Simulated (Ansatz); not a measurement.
**Screening in SnO2 (Cassiterite)**

How strongly does SnO2 (Cassiterite) screen? Routes: perturbation theory, a sum over states and the RPA step of G0W0.

Program: Ansatz 0.2.0. Level of theory: linear response on PBE, plane waves, PAW. Results are calculated unless marked as measured.

## Step 1: The structure

Symmetry: P4_2/mnm, No. 136, tetragonal system. Conventional cell: a = 4.738 Å, b = 4.738 Å, c = 3.187 Å, α = 90.00°, β = 90.00°, γ = 90.00°. Nearest to Sn lie 6 O at 2.05 to 2.06 Å. Nearest to O lie 3 Sn at 2.05 to 2.06 Å. Farther neighbours and most contacts between anions are not listed.

The cell and positions come from the Crystallography Open Database and are kept as given unless a step says otherwise. The default PAW set here is soft_2. Its files were made with PBE.

## Step 2: Response to a homogeneous field

ε∞ sets how strongly the crystal screens. Perturbation theory gives it with local fields and without a sum over empty bands.

This step: dielectric response by perturbation theory, PBE, plane waves, PAW.

input.yaml reads:

```yaml
crystal:
  lattice:
    - [4.738, 0.0, 0.0]
    - [0.0, 4.738, 0.0]
    - [0.0, 0.0, 3.1865]
  atoms:
    - { symbol: Sn, position: [0.0, 0.0, 0.0] }
    - { symbol: Sn, position: [0.5, 0.5, 0.5] }
    - { symbol: O, position: [0.3071, 0.3071, 0.0] }
    - { symbol: O, position: [0.1929, 0.8071, 0.5] }
    - { symbol: O, position: [0.6929, 0.6929, 0.0] }
    - { symbol: O, position: [0.8071, 0.1929, 0.5] }
kpoints:
  mp_grid: { grid: [4, 4, 6] }
hamiltonian:
  xc: pbe
scf:
  occupations: { method: fixed }
dielectric: {}
```

The run is started by

```bash
$ ansatz run input.yaml --threads 3 --pin off --max-ram 64512MiB --backend cuda --events-out ev --progress --plain --runs-dir out --devices 1 --max-vram 24GiB  # rebuilt from the run's record
```

Numbers of over 12 decimals in the logs are rounded to 6 here.

Output:

```text
GPUs: using 1 of 1 available (devices: 1).
Engine: ansatz 0.2.0, x86_64-unknown-linux-gnu
Pseudopotentials: kind: paw
Pseudopotential: Sn, paw, valence charge 14, recommended cutoff 420 eV (normal), Sn.paw.azcp
Pseudopotential: O, paw, valence charge 6, recommended cutoff 420 eV (normal), O.paw.azcp
Functional definition: PBE
  parameter kappa = 0.804
  parameter beta = 0.066725
  exchange = pbe_x(kappa = kappa, mu = beta*pi^2/3)
  correlation = pbe_c(beta = beta)
device memory: the entry about to start is reckoned to put 1.7 GiB on a device that reports 67.6 GiB free (of which the cap on the GPU budget leaves the run 24.0 GiB)
GPU FFT provider: cuFFT
GPU libraries: cuBLAS 13.8.2, cuFFT 12.4.0, cuSOLVER 12.3.4
Crystal: 6 atoms, lattice volume = 71.533 Å³
Basis set: ecut = 420 eV, 1411 PW (Γ), exchange–correlation on 64×64×48 points (8 copies of the dense FFT grid, shifted against one another)
Bands: 32, of which v1, the nominal top of the filled ones, is band 26 counted from 1 (25 counted from 0)
Symmetry: 16 space group operations
k-points: 42 of 96 (irreducible under 2 space group operations, time reversal used)
Non-local potential: Sn, projectors of the file, l = 0: 2, l = 1: 2, l = 2: 2, l = 3: 2
Non-local potential: O, projectors of the file, l = 0: 2, l = 1: 2, l = 2: 1
PAW form: soft (Blöchl's): semilocal exchange-correlation on the pseudo side does not see the compensation charge
PAW one-centre angular grid: Sn, 590 points (default); XC on 64 Gauss nodes
PAW one-centre angular grid: O, 110 points (default); XC on 64 Gauss nodes
Initial density: superposition of atomic densities (neutral atoms: chi_scale 0, normalization atom), corrected by the library's trained network
Initial wavefunctions: pseudopotential atomic-orbital guess
GPU buffer pool allocated for 24576 grid points (all kernels)
GPU transforms: local potential and band sums: pruned to the plane-wave sphere, on 32×32×24
Functional: x = pbe(κ = 0.804, μ = 0.219515), c = pbe(β = 0.066725)
SCF iter   1: F=—  HF=-14317.835835 eV  |F-HF|=—  |Δ(HF+E_count)|=         —  Δρ=1.08e-3  dr2=2.71e-4  ethr=1.77e-3  ⟨swp⟩=4.0  Hψ=5214  notcnv=0  defer=168
preconditioner: auto → Resta (q_TF=auto, 2.587 Å⁻¹)  ε∞=3.6  [insulator: Δε(μ)=1.283 eV  Ē_g=19.761 eV  n_scr=18 (ndim 8)  ℏωp=31.7 eV  f_vac=0.027  ε∞_Penn≈3.6]
SCF iter   2: F=—  HF=-14317.837654 eV  |F-HF|=—  |Δ(HF+E_count)|=   1.82e-3  Δρ=6.13e-4  dr2=8.50e-5  ethr=5.22e-7  ⟨swp⟩=2.6  Hψ=2907  notcnv=0  defer=168
SCF iter   3: F=—  HF=-14317.838014 eV  |F-HF|=—  |Δ(HF+E_count)|=   3.60e-4  Δρ=2.45e-4  dr2=2.15e-5  ethr=1.63e-7  ⟨swp⟩=2.0  Hψ=1768  notcnv=0  defer=168
SCF iter   4: F=—  HF=-14317.837968 eV  |F-HF|=—  |Δ(HF+E_count)|=   4.61e-5  Δρ=4.60e-5  dr2=1.28e-6  ethr=4.13e-8  ⟨swp⟩=2.0  Hψ=1767  notcnv=0  defer=109
SCF iter   5: F=—  HF=-14317.838193 eV  |F-HF|=—  |Δ(HF+E_count)|=   2.25e-4  Δρ=9.80e-6  dr2=4.76e-8  ethr=2.47e-9  ⟨swp⟩=2.0  Hψ=2222  notcnv=0  defer=84
SCF iter   6: F=—  HF=-14317.838193 eV  |F-HF|=—  |Δ(HF+E_count)|=   8.21e-8  Δρ=2.54e-6  dr2=2.52e-9  ethr=9.15e-11  ⟨swp⟩=2.9  Hψ=2355  notcnv=0  defer=84
SCF iter   7: F=—  HF=-14317.838193 eV  |F-HF|=—  |Δ(HF+E_count)|=   1.13e-9  Δρ=6.67e-7  dr2=2.51e-10  ethr=4.85e-12  ⟨swp⟩=2.0  Hψ=2348  notcnv=0  defer=84
SCF iter   8: F=-14317.838193 eV  HF=-14317.838193 eV  |F-HF|=7.28e-12  |Δ(HF+E_count)|=  1.73e-10  Δρ=1.40e-7  dr2=1.42e-11  ethr=1.00e-12  ⟨swp⟩=9.5  Hψ=5316  notcnv=0
SCF 1 converged in 8 iterations: F = -14317.838193 eV  dr2 = 1.42e-11
  greatest PAW one-centre occupation: 0.996 electrons in one spin orbital (limit 2), on the Sn atom at site 0 (counted from 0), in its partial waves of l = 2
the response reads at least the filled bands of the reference SCF and the lowest empty band at each k-point, and that SCF's band table does not vouch for those bands. The notice of the band table in this run's record says why
device memory: the entry about to start is reckoned to put 0.1 GiB on a device that reports 67.5 GiB free (of which the cap on the GPU budget leaves the run 24.0 GiB)
device memory: the entry about to start is reckoned to put 1.3 GiB on a device that reports 67.5 GiB free (of which the cap on the GPU budget leaves the run 24.0 GiB)
DFPT response loops at Γ: preconditioner auto → Resta (q_TF=auto, 2.587 Å⁻¹)  ε∞=6.8 (no band partly filled); β = 1.00, the filter's whole step (`scf.mixing.beta` (0.50) is not read by the response loops at its default; to damp them type it under 1.00, their step now; it binds the ground state too); Broyden in place of MSR1
── the response to a field inside a basis, on 6×6×8 k-points: an SCF that follows is theirs, and a resumed run solves both again ──
device memory: the entry about to start is reckoned to put 0.2 GiB on a device that reports 69.4 GiB free (of which the cap on the GPU budget leaves the run 24.0 GiB)
GPU FFT provider: cuFFT
GPU libraries: cuBLAS 13.8.2, cuFFT 12.4.0, cuSOLVER 12.3.4
Bands: 27, of which v1, the nominal top of the filled ones, is band 26 counted from 1 (25 counted from 0)
k-points: 24 of 288
Initial density: handed on by an earlier stage of this run
Initial wavefunctions: pseudopotential atomic-orbital guess (no wavefunctions were taken with the density)
GPU buffer pool allocated for 24576 grid points (all kernels)
GPU transforms: band sums: pruned to the plane-wave sphere, on 32×32×24
Eigensolver: Dense (24 Hₖ)
SCF iter   1: F=—  HF=-14317.804366 eV  |F-HF|=—  |Δ(HF+E_count)|=         —  Δρ=4.52e-4  dr2=3.33e-5  ethr=1.00e-1
preconditioner: auto → Resta (q_TF=auto, 2.587 Å⁻¹)  ε∞=4.7  [insulator: Δε(μ)=1.986 eV  Ē_g=16.432 eV  n_scr=18 (ndim 8)  ℏωp=31.7 eV  f_vac=0.027  ε∞_Penn≈4.7]
SCF iter   2: F=—  HF=-14317.804369 eV  |F-HF|=—  |Δ(HF+E_count)|=   3.41e-6  Δρ=1.86e-4  dr2=7.79e-6  ethr=6.41e-8
SCF iter   3: F=—  HF=-14317.804373 eV  |F-HF|=—  |Δ(HF+E_count)|=   3.50e-6  Δρ=6.79e-5  dr2=8.31e-7  ethr=1.50e-8
SCF iter   4: F=-14317.804373 eV  HF=-14317.804373 eV  |F-HF|=4.82e-9  |Δ(HF+E_count)|=   3.84e-7  Δρ=6.45e-6  dr2=2.76e-8  ethr=1.60e-9
SCF 1 converged in 4 iterations: F = -14317.804373 eV  dr2 = 2.76e-8
  greatest PAW one-centre occupation: 0.996 electrons in one spin orbital (limit 2), on the Sn atom at site 1 (counted from 0), in its partial waves of l = 2
device memory: the entry about to start is reckoned to put 0.1 GiB on a device that reports 69.3 GiB free (of which the cap on the GPU budget leaves the run 23.9 GiB)
device memory: the entry about to start is reckoned to put 1.5 GiB on a device that reports 69.3 GiB free (of which the cap on the GPU budget leaves the run 23.9 GiB)
DFPT response loops at Γ: preconditioner auto → Resta (q_TF=auto, 2.587 Å⁻¹)  ε∞=5.5 (no band partly filled); β = 1.00, the filter's whole step (`scf.mixing.beta` (0.50) is not read by the response loops at its default; to damp them type it under 1.00, their step now; it binds the ground state too); Broyden in place of MSR1
SCF converged after 8 iterations
Free energy (F): -14317.838193 eV
Harris-Foulkes:  -14317.838193 eV  (|F-HF|=7.28e-12)
Internal energy: -14317.838193 eV  (E = F + TS)
E sigma→0 (E₀):  -14317.838193 eV
Fermi energy:    9.527108 eV
--- Per-component energies (eV) ---
  E_band       = -114.466640
  E_kinetic    = 1085.326323
  E_local      = -2860.965559  (includes V_loc(G=0)·N_el)
  E_nonlocal   = 134.899376
  E_hartree    = 1491.162661
  E_xc         = -1054.963249
  E_vxc        = -564.077077  (∫ρ·V_xc dr)
  E_paw        = -8930.455982  (= ΣΔE_a)
  E_vpaw       = -891.985069  (= ΣTr[D̂ρ^β])
  E_aug_tail   = 0.010016  (compensation charges beyond the density's cutoff)
  E_ewald      = -4182.851779
  E_smearing   = -0.000000  (= −TS)
  E_closure    = -0.000000  (closes the sum)
  Σ components = -14317.838193   (vs F -14317.838193, Δ=0.00e0)
--- Band table (eV; the first three rows and the last of 42) ---
  k-point 0: bands = [... 22 lower, 8.3047, 8.7532, 8.7532, 9.5271, 10.8088, 15.6950, 15.8966, 15.8966, ... 2 higher]
  k-point 1: bands = [... 22 lower, 7.3870, 8.7740, 8.7740, 9.2974, 12.3011, 16.1970, 16.9813, 16.9813, ... 2 higher]
  k-point 2: bands = [... 22 lower, 7.1214, 8.5390, 8.5390, 8.6798, 14.3615, 16.4989, 18.4075, 18.9674, ... 2 higher]
  k-point 41: bands = [... 22 lower, 8.5580, 8.5580, 8.6927, 8.6927, 14.4669, 14.4669, 18.4242, 18.4242, ... 2 higher]
--- Dielectric response (ions clamped): 3 representative field directions + reference, inside a basis on a mesh of 288 k-points (Σ response iterations 18) ---
  ε∞ (high-frequency dielectric tensor):
        4.333715     0.000000     0.000000
        0.000000     4.333715     0.000000
        0.000000     0.000000     4.674867
  Born effective charges Z* (e; rows j = field, columns β = displacement):
    site 0:
         4.12663    0.46828    0.00000
         0.46828    4.12663    0.00000
         0.00000    0.00000    4.53913
    site 1:
         4.12663   -0.46828    0.00000
        -0.46828    4.12663    0.00000
         0.00000    0.00000    4.53913
    site 2:
        -2.06332   -0.73047   -0.00000
        -0.73047   -2.06332   -0.00000
        -0.00000   -0.00000   -2.26956
    site 3:
        -2.06332    0.73047   -0.00000
         0.73047   -2.06332    0.00000
         0.00000   -0.00000   -2.26956
    site 4:
        -2.06332   -0.73047   -0.00000
        -0.73047   -2.06332   -0.00000
        -0.00000   -0.00000   -2.26956
    site 5:
        -2.06332    0.73047   -0.00000
         0.73047   -2.06332    0.00000
         0.00000   -0.00000   -2.26956
  Z* charge neutrality: 9.555e-3 e pre-enforcement
  solved inside a basis spanned on kpoints, on 6×6×8 k-points, its susceptibility summed on 8×8×12: ε∞ is read to err by 1.6e-2, Z* by 3.3e-2 e (field_mesh: kpoints solves on kpoints); Z* is corrected for what the basis lacks
```

Run time: 18 s. Hardware: 1 × NVIDIA H100 80GB HBM3 (shared by 3 runs) with 3 threads of AMD EPYC 7R13 (Zen 3), shared host; peak memory 1.4 GiB; 29 s of CPU time.

The column dr2 measures how far the density is from self-consistency, as an energy; F and HF (Harris–Foulkes) agree once it is small.

This step gave:

```yaml
stated_error_of_eps_infinity: 0.016
```

One over ε∞ averages 0.23, near the quarter of exact exchange in PBE0.

High-frequency dielectric tensor:

```
4.33 0.00 0.00
0.00 4.33 0.00
0.00 0.00 4.67
```

Born effective charge (e), principal values of the symmetric part by kind of site:

```tsv
atom	atoms with these values	low	middle	high	mean
Sn1	2	3.66	4.54	4.59	4.26
O3	4	-2.79	-2.27	-1.33	-2.13
```

In full for O3:

```
-2.06 -0.73  0.00
-0.73 -2.06  0.00
 0.00  0.00 -2.27
```

## Step 3: Independent-particle spectrum

The independent-particle spectrum shows where the oscillator strength lies, before excitons and local fields.

This step: independent-particle optics on PBE, plane waves, PAW.

Edit input.yaml of step 2 so:

```diff
@@ -13,3 +13,3 @@
 kpoints:
-  mp_grid: { grid: [4, 4, 6] }
+  mp_grid: { grid: [6, 6, 8] }
 hamiltonian:
@@ -18,2 +18,4 @@
   occupations: { method: fixed }
-dielectric: {}
+  n_extra_bands: 49
+output:
+  optics: { e_range: [0, 25], de: 0.1, sigma: 0.2 }
```

Output:

```text
[...]
GPUs: using 1 of 1 available (devices: 1).
[...]
GPU FFT provider: cuFFT
GPU libraries: cuBLAS 13.8.2, cuFFT 12.4.0, cuSOLVER 12.3.4
Crystal: 6 atoms, lattice volume = 71.533 Å³
Basis set: ecut = 420 eV, 1411 PW (Γ)
Bands: 75, of which v1, the nominal top of the filled ones, is band 26 counted from 1 (25 counted from 0)
[... 1 set-up line as in the run before ...]
[...]
k-points: 50 of 288
[...]
GPU buffer pool allocated for 24576 grid points (all kernels)
[...]
SCF iter   1: F=—  HF=-14317.838593 eV  |F-HF|=—  |Δ(HF+E_count)|=         —  Δρ=1.08e-3  dr2=2.65e-4  ethr=1.77e-3  ⟨swp⟩=5.0  Hψ=13038  notcnv=0  defer=2329
[...]
SCF iter   9: F=-14317.839578 eV  HF=-14317.839578 eV  |F-HF|=1.82e-12  |Δ(HF+E_count)|=  1.82e-12  Δρ=7.38e-8  dr2=2.85e-12  ethr=1.00e-12  ⟨swp⟩=15.2  Hψ=31969  notcnv=0
SCF 1 converged in 9 iterations: F = -14317.839578 eV  dr2 = 2.85e-12
[...]
Optics k sum: 0 of 50 k-points
Optics k sum: 3 of 50 k-points
[...]
Optics k sum: 50 of 50 k-points
[...]
SCF converged after 9 iterations
Free energy (F): -14317.839578 eV
[...]
Internal energy: -14317.839578 eV  (E = F + TS)
E sigma→0 (E₀):  -14317.839578 eV
Fermi energy:    9.526648 eV
[...]
--- Band table (eV; the first three rows and the last of 50) ---
  k-point 0: bands = [... 22 lower, 8.3043, 8.7527, 8.7527, 9.5266, 10.8087, 15.6950, 15.8965, 15.8965, ... 45 higher]
  k-point 1: bands = [... 22 lower, 7.7254, 8.7887, 8.7887, 9.3960, 11.7694, 16.0127, 16.5476, 16.5476, ... 45 higher]
  k-point 2: bands = [... 22 lower, 7.0099, 8.6885, 8.6885, 9.0265, 13.3845, 16.4831, 17.9792, 17.9792, ... 45 higher]
  k-point 49: bands = [... 22 lower, 8.5576, 8.5576, 8.6922, 8.6922, 14.4668, 14.4668, 18.4241, 18.4241, ... 45 higher]
```

It took 23 s on 1 × NVIDIA H100 80GB HBM3 (shared by 3 runs) with 3 threads; peak memory 1.7 GiB; 53 s of CPU time.

This step gave:

| Item | Value |
| --- | --- |
| ε∞ without local fields (xx, yy, zz) | 4.409, 4.409, 4.731 |
| electrons in the f-sum (xx, yy, zz) | 37.93, 37.93, 38.48 |
| bands in the explicit sum (the static value is completed to all bands) | 75 |

The sum gives ε∞ = 4.41 and 4.73 without local fields.

The ε₂ has structure finer than the step of the table below, so its rows give means over 1 eV, whole bins alone (the curve runs from 0 to 25 eV). Peaks (eV: height): xx=yy 7.0: 4.62, 9.8: 4.69, 14.3: 4.32; zz 8.6: 8.18, 13.7: 3.81.

Independent particles, no local fields, Gaussian width 0.2 eV. Table of ε₂ by photon energy; means over each step:

```tsv
photon energy (eV)	xx=yy	zz
1	4.4e-4	0
2	0.333	0.00742
3	1.11	0.351
4	1.26	1.47
5	1.37	1.98
6	2.49	2.74
7	3.97	3.57
8	2.46	6.45
9	3.16	6.57
10	4.05	4.67
11	2.70	2.82
12	2.33	1.89
13	2.78	2.55
14	3.93	3.36
15	2.86	2.37
16	2.20	2.15
17	1.88	1.84
18	1.42	1.24
19	1.01	0.904
20	0.869	0.776
21	0.860	0.633
22	0.795	0.546
23	0.712	0.547
24	0.572	0.607
```

Independent particles, no local fields, Gaussian width 0.2 eV. Table of loss function by photon energy; read off at these points:

```tsv
photon energy (eV)	xx=yy	zz
1.00	0	0
1.50	1.4e-4	0
2.00	0.00690	4.1e-5
2.50	0.0370	0.00163
3.00	0.0483	0.00824
3.50	0.0541	0.0259
4.00	0.0580	0.0418
4.50	0.0592	0.0504
5.00	0.0577	0.0557
5.50	0.0554	0.0595
6.00	0.0745	0.0632
6.50	0.0915	0.0789
7.00	0.137	0.0845
7.50	0.221	0.0704
8.00	0.166	0.0881
8.50	0.151	0.106
9.00	0.133	0.158
9.50	0.148	0.190
10.00	0.212	0.205
10.50	0.275	0.253
11.00	0.324	0.371
11.50	0.281	0.453
12.00	0.325	0.530
12.50	0.252	0.344
13.00	0.212	0.295
13.50	0.234	0.243
14.00	0.213	0.306
14.50	0.248	0.331
15.00	0.366	0.456
15.50	0.431	0.416
16.00	0.455	0.459
16.50	0.473	0.512
17.00	0.543	0.496
17.50	0.578	0.616
18.00	0.698	0.760
18.50	0.825	0.868
19.00	0.962	1.04
19.40	1.10	1.32
19.50	1.10	1.30
20.00	1.08	1.19
20.50	1.06	1.51
21.00	0.966	1.42
21.50	1.06	1.55
22.00	1.03	1.17
22.50	1.07	1.23
23.00	1.12	0.915
23.40	1.23	0.895
23.50	1.22	0.934
24.00	1.06	1.02
24.50	1.03	1.10
25.00	0.964	0.988
```

## Step 4: RPA screening from the G0W0 run

Now the one-shot GW correction: screening in the RPA, then the self-energy of the levels asked for.

This step: G0W0 on PBE, plane waves, PAW.

input.yaml, the sections that differ from step 3:

```yaml
kpoints:
  mp_grid: { grid: [4, 4, 6] }
scf:
  occupations: { method: fixed }
gw:
  n_empty_bands: 566
  ecut_chi: 230.0
  qp_bands: [v2, c2]
  qp_kpoints: band_edges
  screening: { model: contour_deformation }
# crystal, hamiltonian: as in step 3
# output: removed
```

Output:

```text
GPUs: using 1 of 1 available (devices: 1).
[...]
GPU FFT provider: cuFFT
GPU libraries: cuBLAS 13.8.2, cuFFT 12.4.0, cuSOLVER 12.3.4
Crystal: 6 atoms, lattice volume = 71.533 Å³
Basis set: ecut = 420 eV, 1411 PW (Γ)
Bands: 32, of which v1, the nominal top of the filled ones, is band 26 counted from 1 (25 counted from 0)
[... 1 set-up line as in the run before ...]
[...]
k-points: 24 of 96
[...]
1    28     16.1970   -13.1362    -5.0853   -19.1653  0.7893    17.1575    17.1408  root
[...]
23    25      8.6927   -26.6276     5.1637   -20.3055  0.7432     7.5015     7.5342  root
    23    26      8.6927   -26.6276     5.1637   -20.3055  0.7432     7.5015     7.5342  root
    23    27     14.4669   -13.3304    -4.5376   -18.6870  0.8097    15.2944    15.2858  root
    23    28     14.4669   -13.3304    -4.5376   -18.6870  0.8097    15.2944    15.2858  root
[key lines of the parts left out:]
SCF converged after 6 iterations
Free energy (F): -14317.838248 eV
Fermi energy:    9.527099 eV
```

Elapsed: 32 s, on 1 × NVIDIA H100 80GB HBM3 (shared by 3 runs) with 3 threads; peak memory 2.8 GiB; 57 s of CPU time.

Numbers from this step:

* bands summed: 592
* RPA ε∞ on this mesh (eigenvalues): 4.309, 4.309, 4.533
* plane waves in the screening matrix: 563
* G0W0 gap on the mesh: 2.845 eV
* k of the valence top: 0, 0, 0
* k of the conduction bottom: 0, 0, 0
* starting gap on the mesh: 1.282 eV
* least direct G0W0 gap on the computed points: 2.845 eV

The gap on the mesh goes from 1.28 eV to 2.84 eV, a correction of +1.56 eV. Between the two edge states, bare exchange in place of the xc potential would open the gap by 10.15 eV, and correlation takes back 8.59 eV.

Mean over the mesh in bins of 0.25 1/Å. The static inverse dielectric function, diagonal by length of q+G:

length of q+G (Å⁻¹), static inverse dielectric function, diagonal and a bar from the least value:
```
     0.33      0.260 
     0.51      0.289 #
     1.03      0.400 ######
     1.27      0.458 ########
     1.74      0.561 ############
     2.01      0.618 ###############
     2.50      0.707 ##################
     2.76      0.746 ####################
     3.01      0.779 #####################
     3.49      0.830 ########################
     3.75      0.852 ########################
     4.27      0.887 ##########################
     4.51      0.901 ###########################
     5.00      0.924 ###########################
     5.25      0.934 ############################
     5.49      0.943 ############################
     6.01      0.957 #############################
     6.26      0.963 #############################
     6.75      0.973 #############################
     7.00      0.977 ##############################
     7.50      0.983 ##############################
     7.70      0.985 ##############################
```

## Step 5: The values together

Times are wall times on 1 × NVIDIA H100 80GB HBM3 (shared by 3 runs) with 3 threads of AMD EPYC 7R13 (Zen 3), shared host, good to a factor of about two.

```tsv
method	mesh	ε∞, low	middle	high	mean	time
perturbation theory (local fields and xc kernel)	4×4×6 (response on 288 points)	4.33	4.33	4.67	4.45	18 s
sum over states (no local fields)	6×6×8	4.41	4.41	4.73	4.52	23 s
RPA with local fields, on the GW mesh	4×4×6	4.31	4.31	4.53	4.38	32 s
```

## Step 6: Outcome

```yaml
perturbation_theory_local_fields_and_xc_kernel: 4.33, 4.33, 4.67
sum_over_states_no_local_fields: 4.41, 4.41, 4.73
rpa_with_local_fields_on_the_gw_mesh: 4.31, 4.31, 4.53
```

Mean Born effective charge: Sn1 4.26, O3 -2.13 e. The most distinct maxima of the ε₂ (xx=yy) lie at 7.0, 9.8 and 14.3 eV, the highest at 9.8 eV. The loss function (xx=yy) has its highest peak at 23.4 eV. The sum without local fields gives 4.52 in the mean against 4.45 by perturbation theory; local fields lower ε∞ and the xc kernel gives part of it back, though the sum also carries the error of its own mesh. The RPA values on the 4×4×6 mesh average 0.99 times those of perturbation theory (means 4.38 and 4.45). Without the xc kernel RPA should lie a little lower, and the mean does, by little. PBE usually puts the gap too low, which tends to raise ε∞. Ions are clamped, so the lattice part of the static constant is not in these numbers.

[Paths, hosts, dates, memory and timing lines, banners, echoed tables and standing remarks are left out of the program output.]

[Logs are printed without paths, hosts, clocks, repeated set-up lines and the standing remarks that a program may print on its own settings, such as how far it seeks lower states.]

[Runs of the session that timed out or met a known fault of the program may be left out.]

[Cells called generated may have been cut or substituted from an entry of the Crystallography Open Database or the Materials Project.]

[Hosts, paths, dates, database ids (printed as entryN), source tags and the programs' standing remarks are cut or masked in the printed files.]
